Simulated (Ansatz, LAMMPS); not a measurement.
# Relaxing glassy 69SiO2-19Al2O3-6SrO-6Li2O (mol %) (106 atoms), part 2 of 4

Wanted: the relaxed structure of glassy 69SiO2-19Al2O3-6SrO-6Li2O (mol %) (106 atoms) and its electronic structure.

Ansatz 0.2.0; Kohn-Sham DFT, RPBE, PAW (set soft_2), plane waves.

The cell: 22 Si, 12 Al, 2 Sr, 4 Li and 66 O. The quench rate of 50 K/ps is many orders above laboratory rates. The network of bonds at the start is that of the classical potential that made the cell. Only the Γ point is sampled, in a cell whose shortest periodic width is 11 Å.

So far. Step 3 (Single point at the start): Neighbours are counted within 2.12 Å (O-Si), 2.19 Å (O-Al), 2.33 Å (O-Li), 3.23 Å (O-Sr).

### Step 4. Relaxation

The atoms are relaxed in the fixed cell, aiming at the force tolerance of the input.

input.yaml

```yaml
crystal:
  lattice:
    - [11.4504, 0.0, 0.0]
    - [0.0, 11.4504, 0.0]
    - [0.0, 0.0, 11.4504]
  atoms:
    [... the 106 atom lines of step 3 ...]
kpoints:
  mp_grid: { grid: [1, 1, 1] }
hamiltonian:
  xc: rpbe
scf:
  occupations: { method: fermi_dirac, width: 0.05 }
output:
  forces: true
relax:
  f_tol: 0.03
  max_steps: 200
```

Launch:

```bash
> ansatz run input.yaml --threads 4 --pin off --max-ram 8192MiB --backend cpu --events-out ev --progress --plain --runs-dir out
```

Numbers of over 12 decimals in the logs are rounded to 6 here.

What it wrote:

```text
[...]
Crystal: 106 atoms, lattice volume = 1501.281 Å³
Basis set: ecut = 420 eV, 29423 PW (Γ), exchange–correlation on 160×160×160 points (8 copies of the dense FFT grid, shifted against one another)
Bands: 382, of which v1, the nominal top of the filled ones, is band 276 counted from 1 (275 counted from 0)
Symmetry: 1 space group operations
[...]
k-points: 1
[...]
SCF iter   1: F=—  HF=-66148.464664 eV  |F-HF|=—  |Δ(HF+E_count)|=         —  Δρ=3.93e-3  dr2=3.16e-1  ethr=1.77e-3  ⟨swp⟩=7.0  Hψ=2007  notcnv=0  defer=65
[...]
SCF iter   6: F=-66148.415301 eV  HF=-66148.415300 eV  |F-HF|=7.49e-7  |Δ(HF+E_count)|=   6.72e-7  Δρ=3.08e-5  dr2=1.55e-5  ethr=4.08e-9  ⟨swp⟩=3.0  Hψ=1441  notcnv=0
SCF 1 converged in 6 iterations: F = -66148.415301 eV  dr2 = 1.55e-5
[...]
relax step   1: F+E_penalty+E_count = -66148.41530079 eV  Δ(F+E_penalty+E_count) = +0.000e0 eV  max|allowed force component| = 4.791e0 eV/Å  Δτ_max = 0.0000 Å  (6 SCF iters, dr2 threshold 2.25e-5 eV, accepted)
[...]
relax step   2: F+E_penalty+E_count = -66153.09785125 eV  Δ(F+E_penalty+E_count) = -4.683e0 eV  max|allowed force component| = 2.880e0 eV/Å  Δτ_max = 0.1949 Å  (6 SCF iters, dr2 threshold 1.00e-4 eV, accepted)
[...]
relax step   3: F+E_penalty+E_count = -66156.39713869 eV  Δ(F+E_penalty+E_count) = -3.299e0 eV  max|allowed force component| = 9.084e-1 eV/Å  Δτ_max = 0.1949 Å  (7 SCF iters, dr2 threshold 1.00e-4 eV, accepted)
relax step   4: F+E_penalty+E_count = -66156.87470914 eV  Δ(F+E_penalty+E_count) = -4.776e-1 eV  max|allowed force component| = 6.799e-1 eV/Å  Δτ_max = 0.2000 Å  (6 SCF iters, dr2 threshold 8.21e-5 eV, accepted)
relax step   5: F+E_penalty+E_count = -66157.14575110 eV  Δ(F+E_penalty+E_count) = -2.710e-1 eV  max|allowed force component| = 4.434e-1 eV/Å  Δτ_max = 0.1833 Å  (6 SCF iters, dr2 threshold 4.60e-5 eV, accepted)
relax step   6: F+E_penalty+E_count = -66157.26657682 eV  Δ(F+E_penalty+E_count) = -1.208e-1 eV  max|allowed force component| = 2.527e-1 eV/Å  Δτ_max = 0.1483 Å  (6 SCF iters, dr2 threshold 8.36e-5 eV, accepted)
relax step   7: F+E_penalty+E_count = -66157.43311965 eV  Δ(F+E_penalty+E_count) = -1.665e-1 eV  max|allowed force component| = 2.968e-1 eV/Å  Δτ_max = 0.2000 Å  (7 SCF iters, dr2 threshold 2.07e-5 eV, accepted)
relax step   8: F+E_penalty+E_count = -66157.51659621 eV  Δ(F+E_penalty+E_count) = -8.348e-2 eV  max|allowed force component| = 2.881e-1 eV/Å  Δτ_max = 0.1958 Å  (6 SCF iters, dr2 threshold 2.86e-5 eV, accepted)
relax step   9: F+E_penalty+E_count = -66157.58524911 eV  Δ(F+E_penalty+E_count) = -6.865e-2 eV  max|allowed force component| = 2.706e-1 eV/Å  Δτ_max = 0.2000 Å  (6 SCF iters, dr2 threshold 7.82e-5 eV, accepted)
relax step  10: F+E_penalty+E_count = -66157.63418840 eV  Δ(F+E_penalty+E_count) = -4.894e-2 eV  max|allowed force component| = 1.550e-1 eV/Å  Δτ_max = 0.0974 Å  (5 SCF iters, dr2 threshold 6.46e-5 eV, accepted)
relax step  11: F+E_penalty+E_count = -66157.66082631 eV  Δ(F+E_penalty+E_count) = -2.664e-2 eV  max|allowed force component| = 1.516e-1 eV/Å  Δτ_max = 0.0586 Å  (6 SCF iters, dr2 threshold 7.88e-6 eV, accepted)
relax step  12: F+E_penalty+E_count = -66157.68176413 eV  Δ(F+E_penalty+E_count) = -2.094e-2 eV  max|allowed force component| = 1.056e-1 eV/Å  Δτ_max = 0.0472 Å  (7 SCF iters, dr2 threshold 7.54e-6 eV, accepted)
relax step  13: F+E_penalty+E_count = -66157.69603952 eV  Δ(F+E_penalty+E_count) = -1.428e-2 eV  max|allowed force component| = 1.153e-1 eV/Å  Δτ_max = 0.0328 Å  (6 SCF iters, dr2 threshold 5.42e-6 eV, accepted)
relax step  14: F+E_penalty+E_count = -66157.70464193 eV  Δ(F+E_penalty+E_count) = -8.602e-3 eV  max|allowed force component| = 8.454e-2 eV/Å  Δτ_max = 0.0521 Å  (5 SCF iters, dr2 threshold 6.46e-6 eV, accepted)
relax step  15: F+E_penalty+E_count = -66157.71117780 eV  Δ(F+E_penalty+E_count) = -6.536e-3 eV  max|allowed force component| = 9.110e-2 eV/Å  Δτ_max = 0.0607 Å  (6 SCF iters, dr2 threshold 3.84e-6 eV, accepted)
relax step  16: F+E_penalty+E_count = -66157.71713796 eV  Δ(F+E_penalty+E_count) = -5.960e-3 eV  max|allowed force component| = 8.604e-2 eV/Å  Δτ_max = 0.0663 Å  (6 SCF iters, dr2 threshold 4.46e-6 eV, accepted)
relax step  17: F+E_penalty+E_count = -66157.72365322 eV  Δ(F+E_penalty+E_count) = -6.515e-3 eV  max|allowed force component| = 1.236e-1 eV/Å  Δτ_max = 0.1011 Å  (6 SCF iters, dr2 threshold 6.60e-6 eV, accepted)
relax step  18: F+E_penalty+E_count = -66157.73005860 eV  Δ(F+E_penalty+E_count) = -6.405e-3 eV  max|allowed force component| = 1.099e-1 eV/Å  Δτ_max = 0.1062 Å  (6 SCF iters, dr2 threshold 1.36e-5 eV, accepted)
relax step  19: F+E_penalty+E_count = -66157.73716484 eV  Δ(F+E_penalty+E_count) = -7.106e-3 eV  max|allowed force component| = 9.616e-2 eV/Å  Δτ_max = 0.0672 Å  (6 SCF iters, dr2 threshold 9.56e-6 eV, accepted)
relax step  20: F+E_penalty+E_count = -66157.74368338 eV  Δ(F+E_penalty+E_count) = -6.519e-3 eV  max|allowed force component| = 8.824e-2 eV/Å  Δτ_max = 0.0338 Å  (6 SCF iters, dr2 threshold 7.07e-6 eV, accepted)
relax step  21: F+E_penalty+E_count = -66157.74946305 eV  Δ(F+E_penalty+E_count) = -5.780e-3 eV  max|allowed force component| = 9.116e-2 eV/Å  Δτ_max = 0.0936 Å  (6 SCF iters, dr2 threshold 5.96e-6 eV, accepted)
relax step  22: F+E_penalty+E_count = -66157.75637636 eV  Δ(F+E_penalty+E_count) = -6.913e-3 eV  max|allowed force component| = 6.755e-2 eV/Å  Δτ_max = 0.0262 Å  (5 SCF iters, dr2 threshold 7.00e-6 eV, accepted)
relax step  23: F+E_penalty+E_count = -66157.76214219 eV  Δ(F+E_penalty+E_count) = -5.766e-3 eV  max|allowed force component| = 5.065e-2 eV/Å  Δτ_max = 0.0445 Å  (6 SCF iters, dr2 threshold 2.51e-6 eV, accepted)
relax step  24: F+E_penalty+E_count = -66157.76591411 eV  Δ(F+E_penalty+E_count) = -3.772e-3 eV  max|allowed force component| = 5.473e-2 eV/Å  Δτ_max = 0.0326 Å  (6 SCF iters, dr2 threshold 1.41e-6 eV, accepted)
relax step  25: F+E_penalty+E_count = -66157.76927467 eV  Δ(F+E_penalty+E_count) = -3.361e-3 eV  max|allowed force component| = 6.483e-2 eV/Å  Δτ_max = 0.0451 Å  (7 SCF iters, dr2 threshold 1.68e-6 eV, accepted)
relax step  26: F+E_penalty+E_count = -66157.77266043 eV  Δ(F+E_penalty+E_count) = -3.386e-3 eV  max|allowed force component| = 4.640e-2 eV/Å  Δτ_max = 0.0325 Å  (6 SCF iters, dr2 threshold 4.20e-6 eV, accepted)
relax step  27: F+E_penalty+E_count = -66157.75398962 eV  Δ(F+E_penalty+E_count) = +1.867e-2 eV  max|allowed force component| = 2.963e-1 eV/Å  Δτ_max = 0.2000 Å  (8 SCF iters, dr2 threshold 1.10e-6 eV, rejected (line search))
relax step  28: F+E_penalty+E_count = -66157.78329007 eV  Δ(F+E_penalty+E_count) = -1.063e-2 eV  max|allowed force component| = 2.359e-2 eV/Å  Δτ_max = 0.1000 Å  (9 SCF iters, accepted)
relax step  29: F+E_penalty+E_count = -66157.78556767 eV  Δ(F+E_penalty+E_count) = -2.278e-3 eV  max|allowed force component| = 8.661e-2 eV/Å  Δτ_max = 0.0931 Å  (9 SCF iters, accepted)
relax step  30: F+E_penalty+E_count = -66157.78684672 eV  Δ(F+E_penalty+E_count) = -1.279e-3 eV  max|allowed force component| = 9.746e-2 eV/Å  Δτ_max = 0.0084 Å  (6 SCF iters, dr2 threshold 1.94e-6 eV, accepted)
relax step  31: F+E_penalty+E_count = -66157.78697254 eV  Δ(F+E_penalty+E_count) = -1.258e-4 eV  max|allowed force component| = 8.289e-2 eV/Å  Δτ_max = 0.0445 Å  (5 SCF iters, dr2 threshold 9.50e-6 eV, accepted)
relax step  32: F+E_penalty+E_count = -66157.78878743 eV  Δ(F+E_penalty+E_count) = -1.815e-3 eV  max|allowed force component| = 3.766e-2 eV/Å  Δτ_max = 0.0183 Å  (5 SCF iters, dr2 threshold 4.97e-6 eV, accepted)
[...]
relax step  33: F+E_penalty+E_count = -66157.78933420 eV  Δ(F+E_penalty+E_count) = -5.468e-4 eV  max|allowed force component| = 2.541e-2 eV/Å  Δτ_max = 0.0134 Å  (7 SCF iters, accepted)
SCF converged after 7 iterations
Free energy (F): -66157.789334 eV
[...]
Internal energy: -66157.789334 eV  (E = F + TS)
E sigma→0 (E₀):  -66157.789334 eV
Fermi energy:    5.056653 eV
[...]
--- Forces (eV/Å), atoms counted from 1 ---
  atom   1  Si     0.00944025    -0.00316529     0.02264747
  atom   2  Si    -0.00668928    -0.00600980     0.00418903
  atom   3  Si     0.00398881     0.01029094     0.00488541
  atom   4  Si    -0.01082568     0.01228098     0.01543592
  atom   5  Si    -0.00169429     0.00086412     0.02540989
  atom   6  Si    -0.00185084    -0.00548187     0.00774676
  atom   7  Si     0.00233563    -0.00353938     0.00228010
  atom   8  Si    -0.00994628    -0.00220021     0.00073532
  atom   9  Si     0.01372935    -0.01441037    -0.00065723
  atom  10  Si    -0.00251815     0.00318050     0.00073400
  atom  11  Si     0.00280370     0.00268818    -0.00758470
  atom  12  Si     0.00687282     0.01497809    -0.00714797
  atom  13  Si    -0.00346000    -0.00019953     0.00893595
  atom  14  Si    -0.00687582     0.00603091    -0.00524084
[...]
atom 105  O      0.00184428    -0.00115259     0.00026133
  atom 106  O     -0.00816444     0.00374751    -0.00519859
  max |Σ_I F_I| component: 1.11e-4 eV/Å
--- Relaxed structure (33 steps of the walk, 32 accepted, 0 SCFs on fresh bases) ---
  F+E_penalty+E_count = -66157.78933420 eV   max|allowed force component| = 2.541e-2 eV/Å
  atoms:
    - { symbol: Si, position: [0.611791, 0.624763, 0.491681] }
    - { symbol: Si, position: [0.057110, 0.040234, 0.762989] }
    - { symbol: Si, position: [0.600720, 0.855663, 0.641898] }
    - { symbol: Si, position: [0.028962, 0.293996, 0.480821] }
[...]
- { symbol: O, position: [0.671763, 0.326753, 0.857155] }
```

Elapsed: 5.6 min, on 4 threads of Arm Neoverse V2, shared host; peak memory 1.9 GiB; 21 min of CPU time.

Step by step (22 of 33):

```csv
step,energy less that of the first step (eV),largest force component (eV/Å)
1,0.0000,4.7914
3,-7.9818,0.9084
4,-8.4594,0.6799
6,-8.8513,0.2527
7,-9.0178,0.2968
9,-9.1699,0.2706
10,-9.2189,0.1550
12,-9.2665,0.1056
13,-9.2807,0.1153
15,-9.2959,0.0911
16,-9.3018,0.0860
18,-9.3148,0.1099
19,-9.3219,0.0962
21,-9.3342,0.0912
22,-9.3411,0.0676
24,-9.3506,0.0547
25,-9.3540,0.0648
27,-9.3387,0.2963
28,-9.3680,0.0236
30,-9.3715,0.0975
31,-9.3717,0.0829
33,-9.3740,0.0254
```

Relaxation step 27 was tried and not accepted.

The atoms that moved most (Å):

```csv
atom,dx,dy,dz,length
Li38,0.595,-0.087,-0.979,1.149
O71,-0.592,0.169,-0.351,0.709
Li39,0.069,-0.552,0.244,0.607
O42,-0.155,-0.379,0.428,0.592
O55,-0.088,0.445,-0.271,0.529
Li37,-0.188,0.079,-0.454,0.497
O81,-0.072,0.107,0.468,0.486
O87,-0.319,0.124,0.306,0.459
```

The relaxation changed the energy by -88.4 meV/atom, and atoms moved by 0.31 Å r.m.s., 1.1 Å at most.

### Step 5. Distances and neighbours after relaxation

Bonds before and after, by the cutoffs listed below:

```csv
pair,bonds before,bonds after,mean before (Å),mean after (Å),spread before (Å),spread after (Å)
O-Si,88,88,1.616,1.643,0.053,0.034
O-Al,48,49,1.758,1.801,0.082,0.086
O-Li,11,15,2.068,2.110,0.132,0.161
O-Sr,11,12,2.746,2.739,0.158,0.211
```

Density 2.43 g/cm³, 14.16 Å³ an atom.

Pair distribution functions g(r), in bins of 0.2 Å:

```csv
r (Å),total,O-O,O-Si,O-Al,O-Li,O-Sr,Si-Si
1.50,0.21,0.00,0.83,0.00,0.00,0.00,0.00
1.70,4.25,0.00,12.57,7.15,0.00,0.00,0.00
1.90,0.64,0.00,0.00,3.96,1.83,0.00,0.00
2.10,0.25,0.00,0.00,0.34,4.24,0.00,0.00
2.30,0.14,0.05,0.00,0.29,1.27,0.92,0.00
2.50,0.33,0.68,0.00,0.00,0.39,1.36,0.00
2.70,2.13,5.09,0.00,0.00,0.29,2.42,0.00
2.90,0.93,1.69,0.10,0.18,0.26,2.19,1.43
3.10,0.92,0.79,0.34,0.15,0.47,0.49,4.85
3.30,0.84,0.73,0.56,0.63,0.61,0.00,0.94
3.50,0.78,0.45,1.08,1.23,0.91,0.35,0.00
3.70,0.90,0.50,1.54,1.09,1.14,1.30,0.00
3.90,1.00,0.58,1.48,1.54,1.18,0.89,0.96
4.10,1.23,0.60,2.00,1.94,1.34,1.33,0.44
4.30,1.29,0.83,1.89,1.92,1.33,0.98,1.33
4.50,0.88,0.95,0.64,1.05,1.54,1.33,0.85
4.70,0.93,1.18,0.69,0.52,0.92,0.60,1.12
4.90,1.03,1.45,0.55,0.59,1.22,1.51,1.53
5.10,1.08,1.58,0.63,0.47,0.53,1.23,1.60
5.30,1.13,1.25,0.98,1.05,0.73,1.46,0.96
5.50,0.90,1.06,0.88,0.80,0.67,1.19,0.89
```

Bonds by pair of elements; cutoffs follow the first minimum of g(r), held within bounds set by covalent radii, and pairs that aren't listed don't count as bonded:

```csv
pair A-B,cutoff (Å),bonds,mean length (Å),spread (Å),shortest (Å),B about A,A about B
O-Si,2.12,88,1.64,0.034,1.58,1.33,4
O-Al,2.19,49,1.80,0.086,1.71,0.742,4.08
O-Li,2.58,15,2.11,0.161,1.90,0.227,3.75
O-Sr,3.05,12,2.74,0.211,2.21,0.182,6
```

How many atoms have how many bonded neighbours:

```csv
element,mean,2,3,4,5,6
Al,4.08,0,0,11,1,0
Li,3.75,0,1,3,0,0
O,2.48,37,26,3,0,0
Si,4,0,0,22,0,0
Sr,6,0,0,0,0,2
```

Bond angles (no mean is given where the spread exceeds 20°):

```csv
angle,count,mean (°),spread (°)
O-Si-O,132,109,5.3
O-Al-O,76,109,14.8
Al-O-Si,38,133,18.9
O-Sr-O,30,-,-
Si-O-Si,28,143,14
```

Oxygen atoms by the number of network formers (Si, P, Ge, B, Al, As, Ga) bound to them:

```csv
network formers bound to O,O atoms,per cent
0,0,0
1,2,3
2,57,86.4
3,7,10.6
```

Network units: each former by its oxygen neighbours and how many of them bridge to another former:

```csv
former,O neighbours,bridging O,atoms
Si,4,3,2
Si,4,4,20
Al,4,4,11
Al,5,5,1
```

Bond length by coordination (bonds to H left out):

```csv
element,coordination,atoms,mean bond length (Å)
Al,4,11,1.79
Al,5,1,1.90
Li,3,1,2.10
Li,4,3,2.11
O,2,37,1.66
O,3,26,1.92
O,4,3,2.05
```

Rings of the network by King's shortest-path rule, up to 12 atoms, one path for each pair of neighbours; H, halogens, alkali and alkaline-earth atoms are left out, and the last column divides by all other atoms, bonded or not:

```csv
ring size (atoms),rings,per network atom
4,2,0.02
6,3,0.03
8,15,0.15
10,18,0.18
12,25,0.25
```

By these cutoffs 92 % of Al atoms have 4, 75 % of Li atoms have 4, 56 % of O atoms have 2 and all Si atoms have 4 bonded neighbours. The O-Si-O angle averages 109° with a spread of 5°. 86 % of the oxygens bridge two formers (Si and Al) and 3 % are non-bridging; 11 % join three. The commonest Si unit has 4 oxygens, 4 of them shared with other formers (20 of 22 atoms). Rings of 12 atoms are the most common (40 % of those counted); sizes run from 4 to 12, where the search stops.

[end of part 2 of 4]

[Logs are printed without paths, hosts, clocks, repeated set-up lines and the standing remarks that a program may print on its own settings, such as how far it seeks lower states.]

[Hosts, paths, dates, database ids (printed as entryN), source tags and the programs' standing remarks are cut or masked in the printed files.]
